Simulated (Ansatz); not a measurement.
# Lattice dynamics of CsBiSe3 (model cell, started as cubic perovskite with Bi in the octahedra)

Wanted: phonon frequencies of CsBiSe3 (model cell, started as cubic perovskite with Bi in the octahedra) and what follows from them.

Calculated with Ansatz 0.2.0; DFT PBE, scalar-relativistic, plane waves, PAW; PAW set soft_1.

Most raw output is cut from this account.

The structure was built from a prototype and need not be the compound's stable phase.

## (1) The starting structure

Symmetry: Pm-3m, No. 221, cubic system. The conventional cell has a = 5.370 Å, b = 5.370 Å, c = 5.370 Å, α = 90.00°, β = 90.00°, γ = 90.00°. Cs has 12 Se at 3.80 Å nearest. Bi has 6 Se at 2.69 Å nearest. Nearest to Se lie 2 Bi at 2.69 Å and 4 Cs at 3.80 Å. Farther neighbours and most contacts between anions are not listed.

## (2) Relaxation, k-mesh 8×8×8

Harmonic phonons are second derivatives at a point where the forces vanish, and they are wanted at zero stress, so atoms and cell are relaxed first.

The input, input.yaml:

```yaml
crystal:
  lattice:
    - [5.3704, 0.0, 0.0]
    - [0.0, 5.3704, 0.0]
    - [0.0, 0.0, 5.3704]
  atoms:
    - { symbol: Cs, position: [0.0, 0.0, 0.0] }
    - { symbol: Bi, position: [0.5, 0.5, 0.5] }
    - { symbol: Se, position: [0.5, 0.5, 0.0] }
    - { symbol: Se, position: [0.5, 0.0, 0.5] }
    - { symbol: Se, position: [0.0, 0.5, 0.5] }
kpoints:
  mp_grid: { grid: [8, 8, 8] }
hamiltonian:
  xc: pbe
  pseudopotentials: { kind: paw, azcp: { folder: soft_1 } }
scf:
  occupations: { method: gaussian, width: 0.1 }
output:
  forces: true
  stress: true
  eigenvalues: true
  write_density: true
  write_potential: true
  elf: true
  volumetric_format: npy
relax:
  adjacent_minimum: "off"
  f_tol: 0.005
  max_steps: 80
  cell: { stress_tol: 0.05 }
```

Started as:

```sh
$ ansatz run input.yaml --threads 4 --pin off --max-ram 16384MiB --backend cpu --events-out ev --progress --plain --runs-dir out
```

Run time: 25 s. Hardware: 4 threads of Arm Neoverse V1, shared host; peak memory 0.67 GiB.

Relaxation path:

| step | energy less that of the first step (eV) | largest force component (eV/Å) | pressure (GPa) | volume (Å³) |
| --- | --- | --- | --- | --- |
| 1 | 0.0000 | 0.0000 | 6.29 | 154.89 |
| 2 | -0.4336 | 0.0000 | 0.38 | 178.66 |
| 3 | -0.4362 | 0.0000 | 0.10 | 180.45 |
| 4 | -0.4364 | 0.0000 | 0.00 | 181.11 |
| 5* | -0.4374 | 0.0000 | 0.00 | 181.11 |

Relaxation steps marked * repeat the geometry before them on a plane-wave basis chosen anew for their cell, so energy and pressure can jump there.

Forces are held to the 48 operations that the run works with; a distortion that breaks them can't arise in this run.

| conventional cell, symmetrised | before | after | change |
| --- | --- | --- | --- |
| a (Å) | 5.370 | 5.658 | +5.4 % |
| b (Å) | 5.370 | 5.658 | +5.4 % |
| c (Å) | 5.370 | 5.658 | +5.4 % |
| volume (Å³/atom) | 30.98 | 36.22 | +16.9 % |

Final coordinates:

```
Cs Bi Se
1.0
     5.65782    0.00000    0.00000
     0.00000    5.65782    0.00000
     0.00000    0.00000    5.65782
Cs Bi Se
1 1 3
Direct
  0.00000 0.00000 0.00000
  0.50000 0.50000 0.50000
  0.50000 0.50000 0.00000
  0.50000 0.00000 0.50000
  0.00000 0.50000 0.50000
```

Numbers from this step:

```
pressure          : 0.003024 GPa
volume per atom   : 36.22 Å³
gap on the k-mesh : 0 eV
```

Valence density in the ac plane at fractional y = 0.500, with atoms of Bi and Se within 0.2 Å of it. It is the smooth field of the valence electrons, not physical close to the nuclei.

Values in e/Å³, 16 rows by 16 columns, each cell a mean:
```
 0  0  0  0  0  1  2 13 21  6  1  0  0  0  0  0
 0  0  0  0  0  0  1  2  2  1  1  0  0  0  0  0
 0  0  0  0  0  0  0  1  1  0  0  0  0  0  0  0
 0  0  0  0  0  0  0  0  0  0  0  0  0  0  0  0
 0  0  0  0  0  0  0  0  0  0  0  0  0  0  0  0
 1  1  0  0  0  0  1  2  2  1  0  0  0  0  1  1
10  3  1  0  0  1  2  4  5  3  1  0  0  0  1  6
39  9  1  0  0  1  3  7  8  5  2  0  0  1  2 21
23  6  1  0  0  1  3  6  7  4  2  0  0  1  2 13
 2  1  1  0  0  0  1  3  3  2  1  0  0  0  1  2
 1  0  0  0  0  0  0  1  1  1  0  0  0  0  0  1
 0  0  0  0  0  0  0  0  0  0  0  0  0  0  0  0
 0  0  0  0  0  0  0  0  0  0  0  0  0  0  0  0
 0  0  0  0  0  0  1  1  1  1  0  0  0  0  0  0
 0  0  0  0  0  0  1  6  9  3  1  0  0  0  0  0
 0  0  0  0  0  1  2 23 39 10  1  0  0  0  0  0
```
Columns run along a (5.7 Å), rows up along c (5.7 Å). Atoms in or near the plane, at fractional coordinates: Bi at (0.50, 0.50), Se at (0.50, 0.00), Se at (0.00, 0.50).

Electrostatic potential energy in the ac plane at fractional y = 0.500, with atoms of Bi and Se within 0.2 Å of it. With pseudopotentials it is smooth inside the atoms' cores, unlike the true potential.

Ten even steps from '0' (-46 eV) to '9' (10 eV), each cell a mean:
```
9999976897689999
9999986666799999
9999998777999999
9999999888999999
8999998777899998
6689985324689976
8668862000478767
9868850000278769
9768851000378768
6679873102589866
7899987556899987
9999998888999999
9999999888999999
9999997666899999
9999986786699999
9999976998689999
```
Columns run along a (5.7 Å; values clipped at the 3rd and 97th percentile), rows up along c (5.7 Å). Atoms in or near the plane, at fractional coordinates: Bi at (0.50, 0.50), Se at (0.50, 0.00), Se at (0.00, 0.50).

ELF in the ac plane at fractional y = 0.500, with atoms of Bi and Se within 0.2 Å of it. It is the smooth field of the valence electrons, not physical close to the nuclei.

Ten even steps from '_' (0.01) to '@' (0.82), each cell a mean:
```
____..++%%@@%%==--**@@@@##--____
______::**%%@@%%##%%@@%%==..____
--::....--**##%%%%%%##==..__..--
%%**--....::==++++++--::....==##
@@@@**--..::--====----..::==%%@@
@@@@%%++----==========----##@@@@
++##%%**======::::--==--++%%%%**
..++%%##====--....::====++%%##--
--**%%##====--....::====++%%%%==
%%@@%%**--====----====--==##@@%%
@@@@%%==::--========--::::**%%@@
@@%%++....::--======--....--**%%
++==..__..==**####**++--....::++
..____..++%%%%%%%%%%%%**--..__..
______==%%@@@@**++##@@@@**::____
____..++@@@@%%--..++@@@@%%--____
```
Columns run along a (5.7 Å), rows up along c (5.7 Å). Atoms in or near the plane, at fractional coordinates: Bi at (0.50, 0.50), Se at (0.50, 0.00), Se at (0.00, 0.50).

In this step the volume went from 30.98 to 36.22 Å³/atom.

## (3) Relaxation, k-mesh 6×6×6

The relaxation is repeated from its end, on the mesh and smearing that suit the cell and gap now reached.

Edit input.yaml of step 2 so:

```diff
@@ -2,5 +2,5 @@
   lattice:
-    - [5.3704, 0.0, 0.0]
-    - [0.0, 5.3704, 0.0]
-    - [0.0, 0.0, 5.3704]
+    - [5.6578222177, 0.0, 0.0]
+    - [0.0, 5.6578222177, 0.0]
+    - [0.0, 0.0, 5.6578222177]
   atoms:
@@ -12,3 +12,3 @@
 kpoints:
-  mp_grid: { grid: [8, 8, 8] }
+  mp_grid: { grid: [6, 6, 6] }
 hamiltonian:
```

Wall time 9.4 s (4 threads); peak memory 0.61 GiB.

Step by step:

| step | energy less that of the first step (eV) | largest force component (eV/Å) | pressure (GPa) | volume (Å³) |
| --- | --- | --- | --- | --- |
| 1 | 0.0000 | 0.0000 | -0.14 | 181.11 |
| 2 | -0.0004 | 0.0000 | -0.04 | 180.48 |
| 3* | -0.0004 | 0.0000 | -0.04 | 180.48 |

Relaxation steps marked * repeat the geometry before them on a plane-wave basis chosen anew for their cell, so energy and pressure can jump there.

Forces are held to the 48 operations that the run works with; a distortion that breaks them can't arise in this run.

| conventional cell, symmetrised | before | after | change |
| --- | --- | --- | --- |
| a (Å) | 5.658 | 5.651 | -0.1 % |
| b (Å) | 5.658 | 5.651 | -0.1 % |
| c (Å) | 5.658 | 5.651 | -0.1 % |
| volume (Å³/atom) | 36.22 | 36.10 | -0.4 % |

Final coordinates:

```xyz
5
Lattice="5.6512 0.0000 0.0000 0.0000 5.6512 0.0000 0.0000 0.0000 5.6512" Properties=species:S:1:pos:R:3 pbc="T T T"
Cs    0.0000    0.0000    0.0000
Bi    2.8256    2.8256    2.8256
Se    2.8256    2.8256    0.0000
Se    2.8256    0.0000    2.8256
Se    0.0000    2.8256    2.8256
```

This step gave:

```
pressure        : -0.04095 GPa
volume per atom : 36.10 Å³
```

In this step the volume went from 36.22 to 36.10 Å³/atom.

## (4) Tight relaxation

Phonons need a cell at rest on their own settings, so the relaxation is repeated with tight tolerances on forces and stress, using the mesh and the filling of the phonon run that follows.

The input, input.yaml:

```yaml
crystal:
  lattice:
    - [5.6511980684, 0.0, 0.0]
    - [0.0, 5.6511980684, 0.0]
    - [0.0, 0.0, 5.6511980684]
  atoms:
    - { symbol: Cs, position: [0.0, 0.0, 0.0] }
    - { symbol: Bi, position: [0.5, 0.5, 0.5] }
    - { symbol: Se, position: [0.5, 0.5, 0.0] }
    - { symbol: Se, position: [0.5, 0.0, 0.5] }
    - { symbol: Se, position: [0.0, 0.5, 0.5] }
kpoints:
  mp_grid: { grid: [6, 6, 6] }
hamiltonian:
  xc: pbe
  pseudopotentials: { kind: paw, azcp: { folder: soft_1 } }
scf:
  occupations: { method: methfessel_paxton, width: 0.2 }
output:
  forces: true
  stress: true
  eigenvalues: true
relax:
  adjacent_minimum: "off"
  f_tol: 0.001
  max_steps: 60
  cell: { stress_tol: 0.01 }
```

Elapsed: 12 s, on 4 threads; peak memory 0.61 GiB; 44 s of CPU time.

Little changed from the start: no atom moved by 0.005 Å and no cell edge by 0.1 %.

Numbers from this step:

```
pressure        : 2.70e-4 GPa
volume per atom : 35.99 Å³
```

The forces vanish by symmetry and the pressure is 0.000 GPa, within the tolerances set. The cell now holds 35.99 Å³/atom.

## (5) Linear response at the zone centre

The zone centre comes first: it holds the modes that light can see, as far as symmetry allows. No field response is asked, since the mesh shows no gap.

input.yaml, the sections that differ from step 4:

```yaml
crystal:
  lattice:
    - [5.6457865512, 0.0, 0.0]
    - [0.0, 5.6457865512, 0.0]
    - [0.0, 0.0, 5.6457865512]
  atoms:
    - { symbol: Cs, position: [0.0, 0.0, 0.0] }
    - { symbol: Bi, position: [0.5, 0.5, 0.5] }
    - { symbol: Se, position: [0.5, 0.5, 0.0] }
    - { symbol: Se, position: [0.5, 0.0, 0.5] }
    - { symbol: Se, position: [0.0, 0.5, 0.5] }
output:
  eigenvalues: true
phonons:
  method: dfpt
# kpoints, hamiltonian, scf: as in step 4
# relax: removed
```

It took 75 s on 4 threads; peak memory 1.9 GiB.

Numbers from this step:

```
sum-rule residual before enforcement                    : 4.01e-5 eV/Å²
point group                                             : m-3m
highest optical mode at the zone centre (no LO-TO term) : 70.11 cm⁻¹
lowest optical zone-centre mode                         : -47.96 cm⁻¹
```

Patterns of degenerate modes are one choice out of their space. Modes at Γ, with each element's share of the kinetic energy (negative means imaginary):

| mode | frequency (cm⁻¹) | symmetry | Cs % | Bi % | Se % |
| --- | --- | --- | --- | --- | --- |
| 1 | -48.0 | T1u | 3 | 43 | 54 |
| 2 | -48.0 | T1u | 3 | 43 | 54 |
| 3 | -48.0 | T1u | 3 | 43 | 54 |
| 4 | -5.5 | T2u | 0 | 0 | 100 |
| 5 | -5.5 | T2u | 0 | 0 | 100 |
| 6 | -5.5 | T2u | 0 | 0 | 100 |
| 7 | 0.0 | acoustic | 23 | 36 | 41 |
| 8 | 0.0 | acoustic | 23 | 36 | 41 |
| 9 | 0.0 | acoustic | 23 | 36 | 41 |
| 10 | 49.8 | T1u | 74 | 4 | 22 |
| 11 | 49.8 | T1u | 74 | 4 | 22 |
| 12 | 49.8 | T1u | 74 | 4 | 22 |
| 13 | 70.1 | T1u | 0 | 17 | 82 |
| 14 | 70.1 | T1u | 0 | 17 | 82 |
| 15 | 70.1 | T1u | 0 | 17 | 82 |

Displacements in mode 3 (-48.0 cm⁻¹), the largest set to 1:
```
Cs1 -0.27  0.00  0.00
Bi2  0.79  0.00  0.00
Se3 -1.00  0.00  0.00
Se4 -1.00  0.00  0.00
Se5  0.35  0.00  0.00
```

Displacements in mode 10 (49.8 cm⁻¹), the largest set to 1:
```
Cs1  1.00  0.00  0.00
Bi2 -0.18  0.00  0.00
Se3 -0.46  0.00  0.00
Se4 -0.46  0.00  0.00
Se5 -0.28  0.00  0.00
```

Before it was imposed, the acoustic sum rule was missed by 4.0e-5 eV/Å². Small misses are needed for a sound result but don't prove that mesh and cutoff are converged. The lowest optical mode is imaginary, 48.0i cm⁻¹, so the energy falls along it.

## (6) Phonons on a q mesh

Stability and thermal properties need the whole zone. Linear response on a 2×2×2 q mesh gives force constants as far as a supercell of that size would.

Edit input.yaml of step 5 so:

```diff
@@ -22 +22,8 @@
   method: dfpt
+  qmesh: [2, 2, 2]
+  temperatures: { t_max: 1000, t_step: 50 }
+  qpath:
+    path:
+      - [[0.0, 0.0, 0.0], [0.0, 0.5, 0.0], [0.5, 0.5, 0.0], [0.0, 0.0, 0.0], [0.5, 0.5, 0.5], [0.0, 0.5, 0.0]]
+      - [[0.5, 0.5, 0.5], [0.5, 0.5, 0.0]]
+    npoints: 10
```

Run time: 6.1 min. Hardware: 4 threads; peak memory 1.7 GiB.

Numbers from this step:

* sum-rule residual before enforcement: 4.27e-5 eV/Å²
* lowest frequency on the path: -58.64 cm⁻¹
* highest frequency on the path or at a solved wavevector: 145.9 cm⁻¹
* lowest mode on the q mesh (acoustic modes at Γ apart): -58.64 cm⁻¹

Frequencies (cm⁻¹) solved at each irreducible wavevector; negative means imaginary. Frequencies by wavevector, by row:

| q in reciprocal lattice units | star | mode 1 | mode 2 | mode 3 | mode 4 | mode 13 | mode 14 | mode 15 |
| --- | --- | --- | --- | --- | --- | --- | --- | --- |
| 0 0 0 | 1 | -48 | -48 | -48 | -5.5 | 70.1 | 70.1 | 70.1 |
| 0 0 -0.5 | 3 | -55.9 | -53.1 | -42.4 | -42.4 | 74.8 | 88.2 | 141.6 |
| 0 -0.5 -0.5 | 3 | -58.6 | -58.6 | -38.9 | -38.9 | 87 | 132.7 | 145.7 |
| -0.5 -0.5 -0.5 | 1 | -48.8 | -48.8 | -48.8 | 21 | 135.1 | 135.1 | 145.9 |

Interpolated from a 2×2×2 q mesh. Phonon branches along the path, in cm⁻¹:

| point | branch 1 | branch 2 | branch 3 | branch 4 | branch 12 | branch 13 | branch 14 | branch 15 |
| --- | --- | --- | --- | --- | --- | --- | --- | --- |
| Γ | -48 | -48 | -48 | -6 | 50 | 70 | 70 | 70 |
| halfway | -50 | -46 | -46 | -38 | 66 | 72 | 72 | 111 |
| X | -56 | -53 | -42 | -42 | 75 | 75 | 88 | 142 |
| halfway | -57 | -47 | -46 | -41 | 72 | 88 | 110 | 141 |
| M | -59 | -59 | -39 | -39 | 87 | 87 | 133 | 146 |
| halfway | -49 | -48 | -45 | -41 | 66 | 72 | 107 | 115 |
| Γ | -48 | -48 | -48 | -6 | 50 | 70 | 70 | 70 |
| halfway | -48 | -48 | -48 | -34 | 64 | 107 | 107 | 117 |
| R | -49 | -49 | -49 | 21 | 86 | 135 | 135 | 146 |
| halfway | -50 | -50 | -50 | -33 | 87 | 108 | 111 | 141 |
| X | -56 | -53 | -42 | -42 | 75 | 75 | 88 | 142 |
| jump to R | -49 | -49 | -49 | 21 | 86 | 135 | 135 | 146 |
| halfway | -53 | -53 | -43 | -25 | 86 | 109 | 134 | 144 |
| M | -59 | -59 | -39 | -39 | 87 | 87 | 133 | 146 |

The phonon density of states has structure finer than the step of the table below, so its rows give means over 10 cm⁻¹, whole bins alone (the curve runs from -59 to 147 cm⁻¹). Peaks (cm⁻¹: height): -47.0: 0.310, 45.0: 0.545, 77.0: 0.156.

Tetrahedra on a 12×12×12 mesh, mean over bins of 2 cm-1. Interpolated from a 2×2×2 q mesh. Table of phonon density of states by wavenumber; means over each step:

| wavenumber (cm⁻¹) | phonon density of states (1/cm⁻¹/cell) |
| --- | --- |
| -50 | 0.230 |
| -40 | 0.145 |
| -30 | 0.129 |
| -20 | 0.0406 |
| -10 | 0.0117 |
| 0 | 0.00759 |
| 10 | 0.0148 |
| 20 | 0.0396 |
| 30 | 0.0386 |
| 40 | 0.212 |
| 50 | 0.126 |
| 60 | 0.0372 |
| 70 | 0.0623 |
| 80 | 0.120 |
| 90 | 0.0696 |
| 100 | 0.0274 |
| 110 | 0.0319 |
| 120 | 0.0342 |
| 130 | 0.0447 |
| 140 | 0.0530 |

The partial phonon density of states has structure finer than the step of the table below, so its rows give means over 5 cm⁻¹, whole bins alone (the curve runs from -68.2 to 159 cm⁻¹). Peaks (cm⁻¹: height): Bi -46.7: 0.0314, 27.6: 0.0468, 52.0: 0.0466, 67.7: 0.0820, 80.6: 0.0941, 86.3: 0.0946; Cs 43.4: 0.386; Se -48.2: 0.233, 79.1: 0.0945, 96.3: 0.0856, 114.9: 0.0749, 132.1: 0.0658, 140.7: 0.0751.

Phonopy on the run's constants, 11x11x11 mesh, Gaussian sigma 2.0 cm-1. Interpolated from a 2×2×2 q mesh. The partial phonon density of states by wavenumber; means over each step; values in 1/cm⁻¹/cell:

| wavenumber (cm⁻¹) | Bi | Cs | Se |
| --- | --- | --- | --- |
| -65 | 1.1e-5 | 4.2e-6 | 1.6e-4 |
| -60 | 0.00131 | 4.4e-4 | 0.0175 |
| -55 | 0.00807 | 0.00259 | 0.107 |
| -50 | 0.0205 | 0.00657 | 0.209 |
| -45 | 0.0256 | 0.00685 | 0.176 |
| -40 | 0.0131 | 0.00299 | 0.130 |
| -35 | 0.0109 | 0.00184 | 0.142 |
| -30 | 0.00433 | 0.00118 | 0.118 |
| -25 | 0.00188 | 8.4e-4 | 0.0776 |
| -20 | 7.5e-4 | 3.1e-4 | 0.0358 |
| -15 | 2.8e-4 | 1.0e-4 | 0.0159 |
| -10 | 2.2e-4 | 2.0e-4 | 0.0183 |
| -5 | 1.4e-4 | 8.7e-5 | 0.0114 |
| 0 | 3.0e-4 | 1.5e-4 | 0.00487 |
| 5 | 0.00199 | 6.3e-4 | 0.00735 |
| 10 | 0.00706 | 0.00120 | 0.00459 |
| 15 | 0.0103 | 0.00136 | 0.0161 |
| 20 | 0.0103 | 0.00220 | 0.0160 |
| 25 | 0.0328 | 0.00734 | 0.0136 |
| 30 | 0.0319 | 0.00489 | 0.0121 |
| 35 | 0.00587 | 0.00856 | 0.00256 |
| 40 | 0.0152 | 0.170 | 0.00598 |
| 45 | 0.0212 | 0.303 | 0.0176 |
| 50 | 0.0390 | 0.0599 | 0.0167 |
| 55 | 0.0245 | 0.0108 | 0.0105 |
| 60 | 0.00359 | 9.0e-4 | 0.00109 |
| 65 | 0.0448 | 8.5e-4 | 0.00756 |
| 70 | 0.0481 | 0.00120 | 0.0349 |
| 75 | 0.0213 | 1.6e-4 | 0.0478 |
| 80 | 0.0814 | 5.8e-4 | 0.0737 |
| 85 | 0.0778 | 4.2e-4 | 0.0152 |
| 90 | 0.0301 | 1.5e-4 | 0.0131 |
| 95 | 0.00298 | 3.6e-6 | 0.0685 |
| 100 | 0.00106 | 0 | 0.0255 |
| 105 | 3.7e-5 | 0 | 0.00123 |
| 110 | 3.6e-4 | 0 | 0.0264 |
| 115 | 8.7e-4 | 0 | 0.0626 |
| 120 | 2.5e-4 | 0 | 0.0189 |
| 125 | 1.2e-4 | 0 | 0.0312 |
| 130 | 1.8e-4 | 0 | 0.0549 |
| 135 | 1.1e-4 | 0 | 0.0434 |
| 140 | 3.8e-5 | 5.8e-6 | 0.0606 |
| 145 | 1.1e-5 | 0 | 0.0260 |
| 150 | 0 | 0 | 0.00101 |
| 155 | 0 | 0 | 1.0e-6 |

Symmetry leaves 4 wavevectors to solve. The lowest mode among them, the acoustic zeros apart, lies at q = (0, -0.5, -0.5) and is imaginary, 58.6i cm⁻¹, so the energy falls along it.

## (7) Outcome

```
space group after relaxation (within 0.01 Å)            : Pm-3m
volume per atom                                         : 36.0 Å³
electronic character                                    : no gap on this mesh
highest optical mode at the zone centre (no LO-TO term) : 70.1 cm⁻¹
lowest optical zone-centre mode                         : -48.0 cm⁻¹
lowest mode on the q mesh (acoustic modes at Γ apart)   : -58.6 cm⁻¹
highest frequency on the path or at a solved wavevector : 146 cm⁻¹
imaginary modes on the 2×2×2 q mesh                     : yes
```

In words: Modes are clearly imaginary (beyond 10i cm⁻¹) at 4 of the 4 irreducible wavevectors, most at q = (0, -0.5, -0.5) (58.6i cm⁻¹), so this structure is not a minimum of the energy. The optical modes at Γ span -48 to 70 cm⁻¹ (negative means imaginary). The highest mode in this list at Γ, 70.1 cm⁻¹, is mostly motion of Se (82 % of the kinetic energy). With no gap, or one that is small against the smearing, the frequencies hang on the k mesh and the smearing, most of all near Kohn anomalies. Spin-orbit coupling is left out, which can matter for the heavy elements here. The starting cell was built on a prototype and not taken from a measurement, so the phase need not exist. These are harmonic frequencies at zero temperature: anharmonic shifts, linewidths and thermal expansion are left out.

[Logs are printed without paths, hosts, clocks, repeated set-up lines and the standing remarks that a program may print on its own settings, such as how far it seeks lower states.]

[Hosts, paths, dates, database ids (printed as entryN), source tags and the programs' standing remarks are cut or masked in the printed files.]
